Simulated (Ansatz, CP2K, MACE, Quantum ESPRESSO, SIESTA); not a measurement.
# Amorphous HfO2 at 7.99 g/cm³ (84 atoms): relaxed, then solved by several programs

Aim: relax amorphous HfO2 at 7.99 g/cm³ (84 atoms), then compare forces, pressure and levels from several programs at that geometry.

All numbers are calculated, not measured.

## 1. The cell

The cell holds 84 atoms (28 Hf and 56 O), with edges of 10.70, 10.70 and 10.70 Å. Recipe: 84 atoms (28 Zr, 56 O) placed at random at 4.68 g/cm³, melted at 5000 K for 10 ps at fixed volume with the Morse and Coulomb pair potential with partial charges (Pedone, Malavasi, Menziani, Cormack and Segre, J. Phys. Chem. B 110, 11780 (2006)). Quenched from 5000 K to 300 K at 50 K/ps and fixed volume, held 5 ps, then minimised at fixed cell. Then Zr was replaced by Hf at the same volume (the potential has no terms for Hf, so the cell is a start for a DFT relaxation). Then the atoms were relaxed with MACE MP-0b3 medium in the fixed cell. Then the atoms were relaxed with CP2K double zeta, PBE.

## 2. The relaxation

CP2K double zeta (DZVP-MOLOPT-SR, GTH-PBE potentials, 480 Ry; k-points Γ) took 15 geometry steps and reached its thresholds. It started from the geometry that MACE MP-0b3 medium had relaxed.

Wall time 18 min (4 MPI ranks of Arm Neoverse V1, shared host); peak memory 3.6 GiB; 74 min of CPU time.

|  | before | after |
| --- | --- | --- |
| energy (meV/atom) | 0 | -3.5 |
| Hf-O bonds under 2.93 Å | 165 at 2.153 Å | 165 at 2.150 Å |

Atoms moved by 0.04 Å r.m.s. and 0.09 Å at most, with the common shift taken off.

## 3. Local order after relaxation

Density 7.99 g/cm³, 14.57 Å³ an atom.

Pair distribution functions g(r), in bins of 0.2 Å:

| r (Å) | total | O-O | O-Hf | Hf-Hf |
| --- | --- | --- | --- | --- |
| 1.90 | 0.57 | 0.00 | 1.30 | 0.00 |
| 2.10 | 3.49 | 0.00 | 7.83 | 0.00 |
| 2.30 | 0.67 | 0.00 | 1.50 | 0.00 |
| 2.50 | 0.50 | 0.67 | 0.45 | 0.00 |
| 2.70 | 0.96 | 2.03 | 0.13 | 0.00 |
| 2.90 | 1.10 | 2.44 | 0.04 | 0.00 |
| 3.10 | 1.05 | 2.20 | 0.10 | 0.26 |
| 3.30 | 0.86 | 1.14 | 0.35 | 1.80 |
| 3.50 | 0.93 | 1.06 | 0.45 | 2.33 |
| 3.70 | 0.94 | 0.52 | 0.99 | 2.44 |
| 3.90 | 1.10 | 0.70 | 1.00 | 3.12 |
| 4.10 | 1.08 | 1.05 | 1.19 | 0.81 |
| 4.30 | 0.99 | 0.77 | 1.27 | 0.75 |
| 4.50 | 0.88 | 0.60 | 1.29 | 0.36 |
| 4.70 | 0.99 | 0.55 | 1.59 | 0.39 |
| 4.90 | 1.01 | 0.76 | 1.31 | 0.77 |
| 5.10 | 1.00 | 1.06 | 1.08 | 0.43 |

Bonds by pair of elements; cutoffs follow the first minimum of g(r), held within bounds set by covalent radii, and pairs that aren't listed don't count as bonded:

| pair A-B | cutoff (Å) | bonds | mean length (Å) | spread (Å) | shortest (Å) | B about A | A about B |
| --- | --- | --- | --- | --- | --- | --- | --- |
| O-Hf | 2.93 | 165 | 2.15 | 0.157 | 1.91 | 2.95 | 5.89 |

How many atoms have how many bonded neighbours:

| element | mean | 2 | 3 | 4 | 5 | 6 | 7 |
| --- | --- | --- | --- | --- | --- | --- | --- |
| Hf | 5.89 | 0 | 0 | 1 | 4 | 20 | 3 |
| O | 2.95 | 10 | 39 | 7 | 0 | 0 | 0 |

Bond angles, per cent of each kind in bins of 5°:

| angle (°) | O-Hf-O | Hf-O-Hf |
| --- | --- | --- |
| 60–65 | 0.5 | 0.0 |
| 65–70 | 1.5 | 0.0 |
| 70–75 | 10.0 | 0.0 |
| 75–80 | 11.7 | 0.0 |
| 80–85 | 10.8 | 0.0 |
| 85–90 | 6.9 | 1.8 |
| 90–95 | 10.5 | 3.0 |
| 95–100 | 8.8 | 11.2 |
| 100–105 | 4.2 | 16.6 |
| 105–110 | 2.7 | 10.1 |
| 110–115 | 3.7 | 5.9 |
| 115–120 | 2.9 | 9.5 |
| 120–125 | 2.9 | 7.1 |
| 125–130 | 2.0 | 7.7 |
| 130–135 | 2.2 | 10.1 |
| 135–140 | 2.0 | 5.9 |
| 140–145 | 2.2 | 3.0 |
| 145–150 | 2.2 | 2.4 |
| 150–155 | 3.7 | 2.4 |
| 155–160 | 2.7 | 3.0 |
| 160–165 | 2.7 | 0.6 |
| 165–170 | 1.7 | 0.0 |
| 170–175 | 0.7 | 0.0 |
| 175–180 | 1.0 | 0.0 |

Bond angles (no mean is given where the spread exceeds 20°):

| angle | count | mean (°) | spread (°) |
| --- | --- | --- | --- |
| O-Hf-O | 409 | - | - |
| Hf-O-Hf | 169 | 118 | 17.6 |

Bond length by coordination (bonds to H left out):

| element | coordination | atoms | mean bond length (Å) |
| --- | --- | --- | --- |
| Hf | 4 | 1 | 1.97 |
| Hf | 5 | 4 | 2.07 |
| Hf | 6 | 20 | 2.15 |
| Hf | 7 | 3 | 2.23 |
| O | 2 | 10 | 1.97 |
| O | 3 | 39 | 2.15 |
| O | 4 | 7 | 2.29 |

For some of the pairs, g(r) has its first main peak near 2.9 Å (O-O), 2.1 Å (O-Hf) and 3.8 Å (Hf-Hf). With the cutoffs above, 71 % of Hf atoms have 6 and 70 % of O atoms have 3 bonded neighbours. Bonds at O atoms with 2 neighbours average 1.97 Å, against 2.29 Å at those with 4.

## 4. The plane-wave reference

Quantum ESPRESSO 7.5: Kohn-Sham DFT, PBE, SSSP efficiency 1.3.0 pseudopotentials, plane waves. Its input for the relaxed cell:

```
&control
  calculation = 'scf'
  pseudo_dir = './pseudo'
  outdir = './tmp'
  disk_io = 'none'
  tprnfor = .true.
  tstress = .true.
/
&system
  ibrav = 0
  nat = 84
  ntyp = 2
  ecutwfc = 60
  ecutrho = 480
  nosym = .true.
  occupations = 'smearing'
  smearing = 'fd'
  degauss = 0.003675
/
&electrons
  conv_thr = 4.2e-07
  electron_maxstep = 100
  mixing_beta = 0.4
  mixing_mode = 'plain'
  diagonalization = 'david'
/
ATOMIC_SPECIES
Hf 178.490 Hf.upf
O 15.999 O.upf
CELL_PARAMETERS angstrom
10.69750 0.00000 0.00000
0.00000 10.69750 0.00000
0.00000 0.00000 10.69750
ATOMIC_POSITIONS crystal
Hf 0.63723 0.83307 0.21675
Hf 0.32969 0.20852 0.34230
Hf 0.17495 0.42937 0.13905
[... 79 atom lines left out ...]
O 0.49279 0.53545 0.69479
O 0.41733 0.58316 0.18232
K_POINTS gamma
```

Elapsed: 4.3 min, on 4 MPI ranks of Arm Neoverse V1, shared host; peak memory 4.1 GiB.

## 5. Side by side

CPU times are from a shared host and are rough.

```
                level                    basis or training data  k-points  own r.m.s. force (meV/Å)  difference from the reference (meV/Å)  pressure (GPa)  Kohn-Sham gap (eV)  CPU time  memory (GiB)
              QE, PBE   plane waves, SSSP efficiency, 60/480 Ry         Γ                       129                                      -           -6.79                3.84    17 min           4.1
CP2K triple zeta, PBE     TZV2P-UZH, GTH-PBE potentials, 600 Ry         Γ                        87                                     99           -9.57                3.87    15 min           7.3
      SIESTA DZP, PBE  DZP orbitals, shift 0.01 Ry, mesh 400 Ry         Γ                       225                                    124           -5.30                3.80   6.8 min           2.3
   MACE MP-0b3 medium        trained on PBE(+U) plane-wave data         -                       140                                     66           -7.26                   -     8.9 s           1.0
```

The gap is the spacing of the highest filled and lowest empty Kohn-Sham level on the mesh; a dash marks partly filled levels, a spacing under 0.15 eV or a method without such levels.

## 6. Findings

Relaxation in the fixed cell lowers the energy by 3 meV/atom at its own level and moves atoms by up to 0.09 Å. The reference finds an r.m.s. force of 129 meV/Å there and a pressure of -6.79 GPa, at a geometry that CP2K double zeta made. Forces differ from the reference's by 66 meV/Å (MACE MP-0b3 medium), 99 meV/Å (CP2K triple zeta, PBE) and 124 meV/Å (SIESTA DZP, PBE).

CP2K double zeta is at its own minimum here, so the reference's force is itself a measure of how the two differ. Pressures lie -0.5 GPa (MACE MP-0b3 medium), -2.8 GPa (CP2K triple zeta, PBE) and +1.5 GPa (SIESTA DZP, PBE) from the reference's. The highest filled and lowest empty levels lie 3.84 eV apart in the reference, against 3.87 eV in CP2K triple zeta, PBE and 3.80 eV in SIESTA DZP, PBE. With the cutoffs above, 71 % of Hf atoms have 6 and 70 % of O atoms have 3 bonded neighbours.

Caveats: The density was set by the recipe and held. One sample of a disordered cell; defect or tail levels can set the gap. Gaps are read on the mesh, which holds the band edges only if they fold onto it, and semilocal functionals tend to put them under measured ones. The quench rate of 50 K/ps is many orders above laboratory rates, so the cell is likely richer in defects and strain than a real sample. The reference samples only Γ, in a cell whose shortest periodic width is 11 Å. Spin–orbit coupling is left out, which matters for the levels of the heavy elements. The plane-wave runs aren't exact: their cutoffs and mesh weren't converged further here. SIESTA's automatically made basis is far from complete, and its potentials were converted by us (checked for H, C, O, Si, Ge and Ca alone). Where levels are smeared, the DFT runs use Fermi–Dirac occupations at 580 K (0.05 eV), and energies are free energies.

[Logs are printed without paths, hosts, clocks, repeated set-up lines and the standing remarks that a program may print on its own settings, such as how far it seeks lower states.]

[Hosts, paths, dates, database ids (printed as entryN), source tags and the programs' standing remarks are cut or masked in the printed files.]
